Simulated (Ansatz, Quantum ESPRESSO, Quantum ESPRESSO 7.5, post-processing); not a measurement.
# Ballistic transmission: vacuum gap of 7.0 Å between two Pb(100) faces

Aim: the zero-bias transmission with pwcond for this junction: vacuum gap of 7.0 Å between two Pb(100) faces.

Calculated with Quantum ESPRESSO 7.5; plane-wave DFT, PBEsol, GBRV ultrasoft pseudopotentials (cross-check by Ansatz 0.2.0 with PAW datasets).

Most raw output is cut from this account.

## 1. Starting point

The cell holds 12 atoms: 12 Pb. Its edges and angles: a = 3.557 Å, b = 3.557 Å, c = 34.665 Å, α = 90.0°, β = 90.0°, γ = 90.0°. It derives from Pb. Regions: left lead, 6 atoms (6 Pb); right lead, 6 atoms (6 Pb). The structure is stacked along c, and the current runs across the ab planes.

## 2. Self-consistent run

One periodic cell holds a stretch of lead, the junction and more lead; the atoms stay as built.

The input, scf.in:

```
&control
  prefix = 'scf'
  outdir = './out'
  pseudo_dir = './pseudo'
  calculation = 'scf'
  tprnfor = .true.
/
&system
  ibrav = 0
  nat = 12
  ntyp = 1
  ecutwfc = 40
  ecutrho = 200
  occupations = 'smearing'
  smearing = 'mv'
  degauss = 0.01
/
&electrons
  conv_thr = 1e-07
  mixing_beta = 0.25
  electron_maxstep = 120
  mixing_mode = 'local-TF'
/
ATOMIC_SPECIES
  Pb  207.2000  pb_pbesol_v1.uspp.F.UPF
CELL_PARAMETERS angstrom
  3.55674710936833 0.00000000000000 0.00000000000000
  0.00000000000000 3.55674710936833 0.00000000000000
  0.00000000000000 0.00000000000000 34.66500000000000
ATOMIC_POSITIONS crystal
  Pb  0.000000000000 0.000000000000 0.000000000000
  Pb  0.500000000000 0.500000000000 0.072551564979
  Pb  0.000000000000 0.000000000000 0.145103129958
  Pb  0.500000000000 0.500000000000 0.217654694937
  Pb  0.000000000000 0.000000000000 0.290206259916
  Pb  0.500000000000 0.500000000000 0.362757824895
  Pb  0.000000000000 0.000000000000 0.564690610125
  Pb  0.500000000000 0.500000000000 0.637242175105
  Pb  0.000000000000 0.000000000000 0.709793740084
  Pb  0.500000000000 0.500000000000 0.782345305063
  Pb  0.000000000000 0.000000000000 0.854896870042
  Pb  0.500000000000 0.500000000000 0.927448435021
K_POINTS automatic
  7 7 1 0 0 0
```

Command:

```console
$ OMP_NUM_THREADS=1 mpirun -n 4 pw.x -nk 2 -in scf.in > scf.out
```

The job ended after 2 min (4 MPI ranks of Arm Neoverse V1, shared host; peak memory 1 GiB).

This step gave:

```
free energy  : -26756.9290 eV
Fermi energy : 8.582 eV
```

The program's own clock; routines nest. Time by routine:

| routine | wall time (s) | calls |
| --- | --- | --- |
| PWSCF | 122.4 | 1 |
| electrons | 117.3 | 1 |
| c_bands | 102.2 | 11 |
| cegterg | 93.26 | 55 |
| h_psi | 53.99 | 315 |
| fftw | 41.47 | 35907 |
| vloc_psi | 37.36 | 315 |
| calbec | 11.99 | 390 |
| sum_band | 11.89 | 11 |
| h_psi:calbec | 8.08 | 315 |
| add_vuspsi | 8.05 | 315 |
| s_psi | 8.02 | 315 |
| cdiaghg | 3.87 | 305 |
| init_run | 3.27 | 1 |

The run needed 10 iterations to bring the estimated error under 1e-07 Ry; the largest force on any atom, held or free, is 0.40 eV/Å.

## 3. Transmission with pwcond.x

prefixt takes both regions from one run: the lead from 0 to bdl, the scattering region from bdl to bds (units of alat). ikind = 1 puts the same lead on both sides. The program's T_tot counts both spins in a run without spin; the tables below give T per spin.

The input, cond.in:

```
&inputcond
  outdir = './out'
  prefixt = 'scf'
  tran_file = 'cond.dat'
  bdl = 1.4142135624
  bds = 9.7462650377
  ikind = 1
  ewind = 4.0
  epsproj = 1e-05
  nz1 = 7
  energy0 = 0.4
  denergy = -0.4
/
21
  0.00000000 0.00000000 0.01000000
  0.00000000 0.10000000 0.04000000
  0.00000000 0.20000000 0.04000000
  0.00000000 0.30000000 0.04000000
  0.00000000 0.40000000 0.04000000
  0.00000000 0.50000000 0.02000000
  0.10000000 0.10000000 0.04000000
  0.10000000 0.20000000 0.08000000
  0.10000000 0.30000000 0.08000000
  0.10000000 0.40000000 0.08000000
  0.10000000 0.50000000 0.04000000
  0.20000000 0.20000000 0.04000000
  0.20000000 0.30000000 0.08000000
  0.20000000 0.40000000 0.08000000
  0.20000000 0.50000000 0.04000000
  0.30000000 0.30000000 0.04000000
  0.30000000 0.40000000 0.08000000
  0.30000000 0.50000000 0.04000000
  0.40000000 0.40000000 0.04000000
  0.40000000 0.50000000 0.04000000
  0.50000000 0.50000000 0.01000000
3
```

Command:

```console
$ OMP_NUM_THREADS=1 mpirun -n 4 pwcond.x -in cond.in > cond.out
```

The job ended after 2.2 min (4 MPI ranks; peak memory 0.29 GiB; 9 min of CPU time).

This step gave:

```
lead channels at the Fermi level, one spin : 1.630
transmission at the Fermi level, one spin  : 0.005520
conductance                                : 0.005520 G₀
```

Per spin; mean over the k mesh across the current. Open channels, zone mean against energy, zero at the Fermi level:

| energy (eV) | open channels, zone mean |
| --- | --- |
| -0.400 | 1.55 |
| 0.000 | 1.63 |
| 0.400 | 1.53 |

Per spin; mean over the k mesh across the current. Table of transmission, zone mean by energy, zero at the Fermi level:

| energy (eV) | transmission, zone mean |
| --- | --- |
| -0.400 | 0.00379 |
| 0.000 | 0.00552 |
| 0.400 | 0.00704 |

At 0.000 eV; k in fractions of b1, b2. Transmission by k point:

| k1 | k2 | weight | t | channels |
| --- | --- | --- | --- | --- |
| 0 | 0 | 0.01 | 0.02266 | 1 |
| 0 | 0.1 | 0.04 | 0.02041 | 1 |
| 0 | 0.2 | 0.04 | 0.01023 | 2 |
| 0 | 0.3 | 0.04 | 0.005738 | 2 |
| 0 | 0.4 | 0.04 | 0.002737 | 2 |
| 0 | 0.5 | 0.02 | 0 | 0 |
| 0.1 | 0.1 | 0.04 | 0.01904 | 1 |
| 0.1 | 0.2 | 0.08 | 0.01041 | 2 |
| 0.1 | 0.3 | 0.08 | 0.005817 | 2 |
| 0.1 | 0.4 | 0.08 | 0.002492 | 2 |
| 0.1 | 0.5 | 0.04 | 0 | 0 |
| 0.2 | 0.2 | 0.04 | 0.006012 | 2 |
| 0.2 | 0.3 | 0.08 | 0.009328 | 2 |
| 0.2 | 0.4 | 0.08 | 0.001081 | 2 |
| 0.2 | 0.5 | 0.04 | 0 | 0 |
| 0.3 | 0.3 | 0.04 | 0.008323 | 2 |
| 0.3 | 0.4 | 0.08 | 5.09e-4 | 2 |
| 0.3 | 0.5 | 0.04 | 0 | 0 |
| 0.4 | 0.4 | 0.04 | 4.06e-4 | 2 |
| 0.4 | 0.5 | 0.04 | 1.52e-4 | 2 |
| 0.5 | 0.5 | 0.01 | 5.14e-5 | 2 |

The program's own clock; routines nest. Time by routine:

| routine | wall time (s) | calls |
| --- | --- | --- |
| PWCOND | 133.9 | 1 |
| scatter_forw | 106 | 126 |
| local | 15.11 | 21 |
| compbs | 9.84 | 63 |
| compbs_2 | 8.23 | 63 |
| init | 0.52 | 1 |
| poten | 0.05 | 1 |

At no point does T exceed the number of channels.

## 4. Transmission with pwcond.x, with nz1 = 1

How much does a setting matter? One run is repeated with a change.

cond.w.in, as its differences from the input of step 3:

```diff
@@ -3,3 +3,3 @@
   prefixt = 'scf'
-  tran_file = 'cond.dat'
+  tran_file = 'cond.w.dat'
   bdl = 1.4142135624
@@ -9,3 +9,3 @@
   epsproj = 1e-05
-  nz1 = 7
+  nz1 = 1
   energy0 = 0.4
```

Command:

```console
$ OMP_NUM_THREADS=1 mpirun -n 4 pwcond.x -in cond.w.in > cond.w.out
```

Run time: 1.8 min. Hardware: 4 MPI ranks; peak memory 0.28 GiB.

The changed values were drawn from a wide range, not chosen for quality; the comparison shows what they did here together.

Beside the run it was changed from:

| quantity | this run | unchanged run | difference |
| --- | --- | --- | --- |
| transmission at the Fermi level, one spin | 0.005477 | 0.005520 | -4.3e-5 |
| lead channels at the Fermi level, one spin | 1.630 | 1.630 | 0 |
| wall time (s) | 108 | 134 |  |

Over all energies T moves by up to 2.2e-4, at -0.4 eV.

The physical values in this table move by up to 0.78 %.

## 5. The same in Ansatz

As a check, the same structure is run in Ansatz.

Level of this step: plane-wave DFT, PBEsol, Ansatz PAW (Ansatz 0.2.0).

The input, input.yaml:

```yaml
crystal:
  lattice:
    - [3.5567471094, 0.0, 0.0]
    - [0.0, 3.5567471094, 0.0]
    - [0.0, 0.0, 34.665]
  atoms:
    - { symbol: Pb, position: [0.0, 0.0, 0.0] }
    - { symbol: Pb, position: [0.5, 0.5, 0.072551565] }
    - { symbol: Pb, position: [0.0, 0.0, 0.14510313] }
    - { symbol: Pb, position: [0.5, 0.5, 0.2176546949] }
    - { symbol: Pb, position: [0.0, 0.0, 0.2902062599] }
    - { symbol: Pb, position: [0.5, 0.5, 0.3627578249] }
    - { symbol: Pb, position: [0.0, 0.0, 0.5646906101] }
    - { symbol: Pb, position: [0.5, 0.5, 0.6372421751] }
    - { symbol: Pb, position: [0.0, 0.0, 0.7097937401] }
    - { symbol: Pb, position: [0.5, 0.5, 0.7823453051] }
    - { symbol: Pb, position: [0.0, 0.0, 0.85489687] }
    - { symbol: Pb, position: [0.5, 0.5, 0.927448435] }
kpoints:
  mp_grid: { grid: [7, 7, 1] }
hamiltonian:
  xc: pbesol
scf:
  occupations: { method: fermi_dirac, width: 0.1 }
  convergence: { dr2_threshold: 1.0e-08 }
output:
  transmission: { leads: [[0, 2]], e_range: [-0.4, 0.4], de: 0.4, kmesh: [10, 10] }
  write_potential: true
  write_density: true
  volumetric_format: npy
```

Command:

```console
$ ansatz run input.yaml --threads 4 --pin off --max-ram 8192MiB --backend cpu --events-out ev --progress --plain --runs-dir out
```

Elapsed: 30 s, on 4 threads; peak memory 1.3 GiB; 1.8 min of CPU time.

Numbers from this step:

| Quantity | Value |
| --- | --- |
| free energy | -141058.4958 eV |
| energy at zero smearing | -141058.3762 eV |
| smearing term TS | 0.2392 eV |
| Fermi energy | 8.333 eV |
| symmetry operations | 16 |
| transmission at the Fermi level, one spin | 0.005326 |
| lead channels at the Fermi level, one spin | 1.63 |
| step of the lead's Hamiltonian over a period | 57.1 meV |

Per spin; mean over the k mesh across the current. Table of transmission, zone mean by energy, zero at the Fermi level:

| energy (eV) | transmission, zone mean |
| --- | --- |
| -0.400 | 0.00380 |
| 0.000 | 0.00533 |
| 0.400 | 0.00710 |

Per spin; mean over the k mesh across the current. Open channels, zone mean against energy, zero at the Fermi level:

| energy (eV) | open channels, zone mean |
| --- | --- |
| -0.400 | 1.55 |
| 0.000 | 1.63 |
| 0.400 | 1.61 |

Ansatz finds T = 0.00533 against pwcond's 0.00552.

## 6. All levels side by side

All levels:

| step | T at the Fermi level (per spin) | conductance (G0) | r.m.s. T(E) from the first | CPU time of the step (s) | peak memory (GiB) |
| --- | --- | --- | --- | --- | --- |
| Ansatz | 0.005326 | - | 0 | 110.9 | 1.286 |
| pwcond | 0.00552 | 0.00552 | 1.17e-4 | 537.5 | 0.29 |
| pwcond, changed setting | 0.005477 | 0.005477 | 1.49e-4 | 430.5 | 0.28 |

Per spin; mean over the k mesh across the current. Transmission, zone mean against energy, zero at the Fermi level:

| energy (eV) | Ansatz | pwcond | pwcond, changed setting |
| --- | --- | --- | --- |
| -0.400 | 0.00380 | 0.00379 | 0.00401 |
| 0.000 | 0.00533 | 0.00552 | 0.00548 |
| 0.400 | 0.00710 | 0.00704 | 0.00710 |

## 7. By hand

The Landauer sum over the mesh, Σ w T = 0.0800 × 0.0104 + 0.0400 × 0.0204 + 0.0400 × 0.019 + … = 0.005520.

G = 0.00552 × 77.48 µS = 0.428 µS a cell. Times the area of 12.650 Å², the resistance-area product is A/G = 296 fΩ m², the leads' contact resistance included.

Free electrons at 4 an atom (2 atoms in 63.6 Å³) have k_F = 1.550 1/Å and offer A k_F²/4π = 2.42 channels per spin; the lead has 1.63 on this mesh.

## 8. What came out

* conductance from T at the Fermi level, a cell (G₀ = 2e²/h): 0.00552 G₀
* conductance per area: 3.38 S/μm²
* lead channels per spin: 1.63
* the same conductance by Ansatz: 0.00533 G₀

**Reading.** The junction conducts 0.00552 G₀ a cell at the Fermi level (PBEsol, GBRV ultrasoft). At the Fermi level the junction passes 0.34 % of what the leads offer, the tunnelling regime. At the Fermi level pwcond and Ansatz differ by 3.6 %, a close match. Ansatz finds a step of 57 meV across the lead's period inside the junction cell: the lead is too short to be bulk-like, which bears on both codes. Points with over 2.5 times the mean carry 33 % of T, so the mean leans on few points, and the mesh was not tested. Over -0.4 to 0.4 eV, T lies between 0.0038 and 0.0070 per spin. The geometry is as built, not relaxed, and the leads are short. Semilocal functionals lack the image potential in a vacuum gap. Spin-orbit coupling is left out; depending on the atoms that carry the levels of interest, it can split and shift them by tenths of an eV to an eV or more.

[Logs are printed without paths, hosts, clocks, repeated set-up lines and the standing remarks that a program may print on its own settings, such as how far it seeks lower states.]

[Hosts, paths, dates, database ids (printed as entryN), source tags and the programs' standing remarks are cut or masked in the printed files.]

[Maps of the electrostatic potential energy from Ansatz leave out the sawtooth potential of an applied field or a dipole correction, so their vacuum need not be flat; planar profiles and work functions include it.]
